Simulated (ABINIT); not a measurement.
**CdTe (F-43m): G0W0 with ABINIT, start to end**

Aim: the G0W0 gap of CdTe (F-43m) on PBE with spin-orbit coupling, step by step.

Calculated with ABINIT 10.8.3; PBE and many-body steps on it, plane waves.

**What was measured.**

- Gap 1.32 ± 0.02 eV: direct optical gap from Tauc analysis, 2.5 h deposition; UV-vis diffuse reflectance; film (electrodeposited 2.5 h on FTO, nearly stoichiometric) (“Electrodeposition of CdTe Thin Films for Solar Energy Water Splitting”, 2020, pmc:7177234).

- Gap 1.592 eV: near-band-edge L1 bound-exciton energy extrapolated to 0 K (Varshni), slightly below the true gap; temperature-dependent photoluminescence; 0 K; bulk crystal (vertical Bridgman single crystal) (“Photoluminescence characteristics of Cd1-xMnxTe single crystals grown by the vertical Bridgman method”, 2012, pmc:3275455).

- Gap 1.48 ± 0.02 eV: direct optical gap from Tauc analysis, 1.5 h deposition; UV-vis diffuse reflectance; film (electrodeposited 1.5 h on FTO, Te-rich) (“Electrodeposition of CdTe Thin Films for Solar Energy Water Splitting”, 2020, pmc:7177234).

### 1. The structure

The structure is cubic, space group F-43m (No. 216). Conventional cell: a = 6.480 Å, b = 6.480 Å, c = 6.480 Å, α = 90.00°, β = 90.00°, γ = 90.00°. Cd has 4 Te at 2.81 Å nearest. Te has 4 Cd at 2.81 Å nearest. Farther neighbours, and contacts between anions beyond the nearest, are not listed.

The cell and positions come from the Crystallography Open Database and are kept as given unless a step says otherwise.

### 2. Ground state

This step: ABINIT 10.8.3; DFT, PBE with spin-orbit coupling, plane waves, norm-conserving pseudopotentials.

The ground-state density comes first.

run.abi

```
acell 3*1.0 Angstrom
rprim 
  0.000000000000 3.240000000000 3.240000000000
  3.240000000000 0.000000000000 3.240000000000
  3.240000000000 3.240000000000 0.000000000000
ntypat 2
znucl 48 52
natom 2
typat 1 2
xred 
  0.000000000000 0.000000000000 0.000000000000
  0.250000000000 0.250000000000 0.250000000000
pp_dirpath "pseudos"
pseudos "Cd.upf, Te.upf"
ecut 47
nspinor 2
ngkpt 4 4 4
nshiftk 1
shiftk 0 0 0
kptopt 1
chksymbreak 0
nband 54
occopt 1
tolvrs 1e-10
nstep 60
prtwf 0
optforces 0
optstress 0
indata_prefix "in"
outdata_prefix "out"
tmpdata_prefix "tmp"
```

Launch:

```
$ OMP_NUM_THREADS=1 mpirun -n 8 abinit run.abi > log
```

Standard output:

```text
.Version 10.8.3 of ABINIT. v10.8.2 released Aug 2026.

 Symmetries : space group F-4 3 m (#216); Bravais cF (face-center cubic)
================================================================================
 Values of the parameters that define the memory need of the present run
     intxc =       0    ionmov =       0      iscf =       7    lmnmax =      17
     lnmax =      17     mgfft =      54  mpssoang =       5    mqgrid =    3001
     natom =       2  nloc_mem =       1    nspden =       1   nspinor =       2
    nsppol =       1      nsym =      24    n1xccc =    2501    ntypat =       2
    occopt =       1   xclevel =       2
-    mband =          54        mffmem =           1         mkmem =           1
       mpw =        7120          nfft =      157464          nkpt =           8
================================================================================
  Rough estimation (10% accuracy) of disk space for files :
================================================================================

--------------------------------------------------------------------------------
------------- Echo of variables that govern the present computation ------------
--------------------------------------------------------------------------------
 -outvars: echo values of preprocessed input variables --------
            acell      1.8897261259E+00  1.8897261259E+00  1.8897261259E+00 Bohr

      chksymbreak           0
             ecut      4.70000000E+01 Hartree
-          fftalg         312

              ixc     -101130
              kpt      0.00000000E+00  0.00000000E+00  0.00000000E+00
                       2.50000000E-01  0.00000000E+00  0.00000000E+00
                       5.00000000E-01  0.00000000E+00  0.00000000E+00
                       2.50000000E-01  2.50000000E-01  0.00000000E+00
                       5.00000000E-01  2.50000000E-01  0.00000000E+00
                      -2.50000000E-01  2.50000000E-01  0.00000000E+00
                       5.00000000E-01  5.00000000E-01  0.00000000E+00
                      -2.50000000E-01  5.00000000E-01  2.50000000E-01
         kptrlatt        4    0    0      0    4    0      0    0    4
          kptrlen      3.46352931E+01
P           mkmem           1
            natom           2
            nband          54
            ngfft          54      54      54
             nkpt           8
          nspinor           2
            nstep          60
             nsym          24
           ntypat           2
              occ      1.000000  1.000000  1.000000  1.000000  1.000000  1.000000
                       1.000000  1.000000  1.000000  1.000000  1.000000  1.000000
                       1.000000  1.000000  1.000000  1.000000  1.000000  1.000000
                       1.000000  1.000000  1.000000  1.000000  1.000000  1.000000
                       1.000000  1.000000  1.000000  1.000000  1.000000  1.000000
                       1.000000  1.000000  1.000000  1.000000  1.000000  1.000000
                       1.000000  1.000000  1.000000  1.000000  1.000000  1.000000
                       1.000000  1.000000  0.000000  0.000000  0.000000  0.000000
                       0.000000  0.000000  0.000000  0.000000  0.000000  0.000000
        optforces           0
        optstress           0
            prtwf           0
            rprim      0.0000000000E+00  3.2400000000E+00  3.2400000000E+00
                       3.2400000000E+00  0.0000000000E+00  3.2400000000E+00
                       3.2400000000E+00  3.2400000000E+00  0.0000000000E+00
          spgroup         216

           tolvrs      1.00000000E-10

             xred      0.0000000000E+00  0.0000000000E+00  0.0000000000E+00
                       2.5000000000E-01  2.5000000000E-01  2.5000000000E-01
            znucl       48.00000   52.00000

================================================================================

 chkinp: Checking input parameters for consistency.

================================================================================
== DATASET  1 ==================================================================
-   mpi_nproc: 8, omp_nthreads: 1 (-1 if OMP is not activated)

--- !DatasetInfo
iteration_state: {dtset: 1, }
dimensions: {natom: 2, nkpt: 8, mband: 54, nsppol: 1, nspinor: 2, nspden: 1, mpw: 7120, }
cutoff_energies: {ecut:  47.0, pawecutdg:  -1.0, }
electrons: {nelect:   4.40000000E+01, charge:   0.00000000E+00, occopt:   1.00000000E+00, tsmear:   1.00000000E-02, }

 Real(R)+Recip(G) space primitive vectors, cartesian coordinates (Bohr,Bohr^-1):
 R(1)=  0.0000000  6.1227126  6.1227126  G(1)= -0.0816631  0.0816631  0.0816631
 R(2)=  6.1227126  0.0000000  6.1227126  G(2)=  0.0816631 -0.0816631  0.0816631
 R(3)=  6.1227126  6.1227126  0.0000000  G(3)=  0.0816631  0.0816631 -0.0816631
 Unit cell volume ucvol=  4.5905173E+02 bohr^3
 Angles (23,13,12)=  6.00000000E+01  6.00000000E+01  6.00000000E+01 degrees

 getcut: wavevector=  0.0000  0.0000  0.0000  ngfft=  54  54  54
         ecut(hartree)=     47.000   => boxcut(ratio)=   2.02148

--- Pseudopotential description ------------------------------------------------
- Cd Generated using ONCVPSP code by D. R. Hamann
- 48.00000  20.00000  180506                  znucl, zion, pspdat
12 -101130 2 -1 1368                          pspcod,pspxc,lmax,lloc,mmax
     nproj     2     4     3     0
     spin-orbit psp
        nprojso     4     4     0
  pspatm : epsatm=   19.69138377
         --- l  ekb(1:nproj) -->
             0    1.510089   19.507203
             1   10.220045    1.188432    0.002515    0.000023
             2    0.803919    0.094593    0.001041
  spin-orbit 1    0.533557   -0.383785    0.029453   -0.000471
  spin-orbit 2    0.059854   -0.007939    0.006429   -0.000190
 pspatm: atomic psp has been read  and splines computed

- Te Generated using ONCVPSP code by D. R. Hamann
- 52.00000  24.00000  180506                  znucl, zion, pspdat
12 -101130 2 -1 1324                          pspcod,pspxc,lmax,lloc,mmax
     nproj     2     4     2     0
     spin-orbit psp
        nprojso     4     4     0
  pspatm : epsatm=   29.25368682
         --- l  ekb(1:nproj) -->
             0   -0.390379    9.116819
             1    3.247198   -0.734078    0.001154   -0.000653
             2   -3.345255   -0.978120
  spin-orbit 1    0.640020   -0.070179    0.052920   -0.003021
  spin-orbit 2    0.069297    0.023186   -0.000392   -0.000053
 pspatm: atomic psp has been read  and splines computed

   2.15358311E+03                                ecore*ucvol(ha*bohr**3)
--------------------------------------------------------------------------------

_setup2: Arith. and geom. avg. npw (full set) are    7066.359    7066.337

================================================================================

--- !BeginCycle
iteration_state: {dtset: 1, }
solver: {iscf: 7, nstep: 60, nline: 4, wfoptalg: 0, }
tolerances: {tolvrs: 1.00E-10, }

     iter   Etot(hartree)      deltaE(h)  residm     vres2
 ETOT  1  -455.48942822985    -4.555E+02 4.916E-01 3.937E+02
 ETOT  2  -456.25966041225    -7.702E-01 2.326E-02 2.325E+02
 ETOT  3  -456.28766972212    -2.801E-02 9.051E-04 5.730E+00
 ETOT  4  -456.28793190529    -2.622E-04 6.100E-04 1.926E+00
 ETOT  5  -456.28807023671    -1.383E-04 1.744E-04 2.006E-01
 ETOT  6  -456.28809342914    -2.319E-05 2.283E-04 2.066E-02
 ETOT  7  -456.28809455458    -1.125E-06 6.706E-05 6.969E-04
 ETOT  8  -456.28809458365    -2.907E-08 8.805E-05 2.089E-05
 ETOT  9  -456.28809458530    -1.645E-09 2.475E-05 1.054E-06
 ETOT 10  -456.28809458526     3.428E-11 3.140E-05 5.670E-08
 ETOT 11  -456.28809458532    -5.963E-11 8.706E-06 3.341E-09
 ETOT 12  -456.28809458528     4.701E-11 1.078E-05 4.566E-11

 At SCF step   12       vres2   =  4.57E-11 < tolvrs=  1.00E-10 =>converged.

--- !ResultsGS
iteration_state: {dtset: 1, }
comment   : Summary of ground state results
lattice_vectors:
- [  0.0000000,   6.1227126,   6.1227126, ]
- [  6.1227126,   0.0000000,   6.1227126, ]
- [  6.1227126,   6.1227126,   0.0000000, ]
lattice_lengths: [   8.65882,    8.65882,    8.65882, ]
lattice_angles: [ 60.000,  60.000,  60.000, ] # degrees, (23, 13, 12)
lattice_volume:   4.5905173E+02
convergence: {deltae:  4.701E-11, res2:  4.566E-11, residm:  1.078E-05, diffor:  0.000E+00, }
etotal    :  -4.56288095E+02
entropy   :   0.00000000E+00
fermie    :   2.08688580E-01
cartesian_stress_tensor: null
pressure_GPa: null
xred      :
- [  0.0000E+00,   0.0000E+00,   0.0000E+00, Cd]
- [  2.5000E-01,   2.5000E-01,   2.5000E-01, Te]
cartesian_forces: null
force_length_stats: {min: null, max: null, mean: null, }

 Integrated electronic density in atomic spheres:
 ------------------------------------------------
 Atom  Sphere_radius  Integrated_density
    1        2.00000         17.16038178
    2        2.00000         19.95351757
================================================================================

 ----iterations are completed or convergence reached----

 Mean square residual over all n,k,spin=   25.090E-09; max=  10.778E-06
 reduced coordinates (array xred) for    2 atoms
       0.000000      0.000000      0.000000
       0.250000      0.250000      0.250000
 rms dE/dt=  0.0000E+00; max dE/dt=  0.0000E+00; dE/dt below (all hartree)
    1       0.000000      0.000000      0.000000
    2       0.000000      0.000000      0.000000

 cartesian coordinates (angstrom) at end:
    1      0.000000     0.000000     0.000000
    2      1.620000     1.620000     1.620000
 length scales=  1.889726  1.889726  1.889726 bohr
              =  1.000000  1.000000  1.000000 angstroms
 prteigrs : about to open file out_EIG
 Fermi (or HOMO) energy (hartree) =   0.20869   Average Vxc (hartree)=  -0.33139
 Eigenvalues (hartree) for nkpt=   8  k points:
 kpt#   1, nband= 54, wtk=  0.01563, kpt=  0.0000  0.0000  0.0000 (reduced coord)
  -5.62735   -5.62735   -4.04044   -4.04044   -3.68369   -3.68369   -3.68369   -3.68369
  -3.55516   -3.55516   -2.27228   -2.27228   -2.05832   -2.05832   -2.05832   -2.05832
  -1.15442   -1.15442   -1.15442   -1.15442   -1.10076   -1.10076   -1.10057   -1.10057
  -1.10057   -1.10057   -0.21143   -0.21143   -0.11827   -0.11827   -0.11827   -0.11827
  -0.09822   -0.09822   -0.09043   -0.09043   -0.09043   -0.09043    0.17717    0.17717
   0.20869    0.20869    0.20869    0.20869    0.22684    0.22684    0.35904    0.35904
   0.37183    0.37183    0.37183    0.37183    0.47402    0.47402
 prteigrs : prtvol=0 or 1, do not print more k-points.

--- !EnergyTerms
iteration_state     : {dtset: 1, }
comment             : Components of total free energy in Hartree
kinetic             :  1.563734E+02
hartree             :  1.702618E+02
xc                  : -6.106515E+01
Ewald energy        : -2.141487E+02
psp_core            :  4.691373E+00
local_psp           : -5.074211E+02
non_local_psp       : -4.979739E+00
total_energy        : -4.562881E+02
total_energy_eV     : -1.241623E+04
band_energy         : -6.584544E+01

== END DATASET(S) ==============================================================
================================================================================

 -outvars: echo values of variables after computation  --------
           etotal     -4.5628809459E+02
            nband          54
             nkpt           8
          spgroup         216
 [... the other variables as echoed above ...]

 Calculation completed.
```

The job ended after 94 s (8 MPI ranks of Arm Neoverse N1, shared host; peak memory 0.94 GiB; 12 min of CPU time).

Read from the output:

```
total energy               : -12416.2316 eV
gap                        : 0.4939 eV
k of the valence top       : 0, 0, 0
k of the conduction bottom : 0, 0, 0
least direct gap           : 0.4939 eV
```

The gap is direct, at Γ.

(Part 1 of 3 ends here.)

[Long decimals in the printed logs are rounded to 6 places.]

[Logs are printed without paths, hosts, clocks, repeated set-up lines and the standing remarks that a program may print on its own settings, such as how far it seeks lower states.]

[Paths, hosts, dates, memory and timing lines, banners, echoed tables and standing remarks are left out of the program output; an Ansatz launch command may be rebuilt from the run's recorded settings. Measured values are a selection of at most five: reports struck by readers or far from the other reports are left out. None is set beside runs whose start may be inverted or whose files or cutoffs have a known fault.]

[Runs of the session that timed out or met a known fault of the program may be left out.]

[Hosts, paths, dates, database ids (printed as entryN), source tags and the programs' standing remarks are cut or masked in the printed files.]

[G0W0 gaps are taken among the corrected bands and points alone; a level outside them can change the order at an edge.]

[Where Ansatz stands beside ABINIT at settings called matched, ABINIT's density can come from a denser mesh and the files from another edition; pairs whose starting gaps differed by over 0.03 eV were left out, so agreement reads better than it is.]
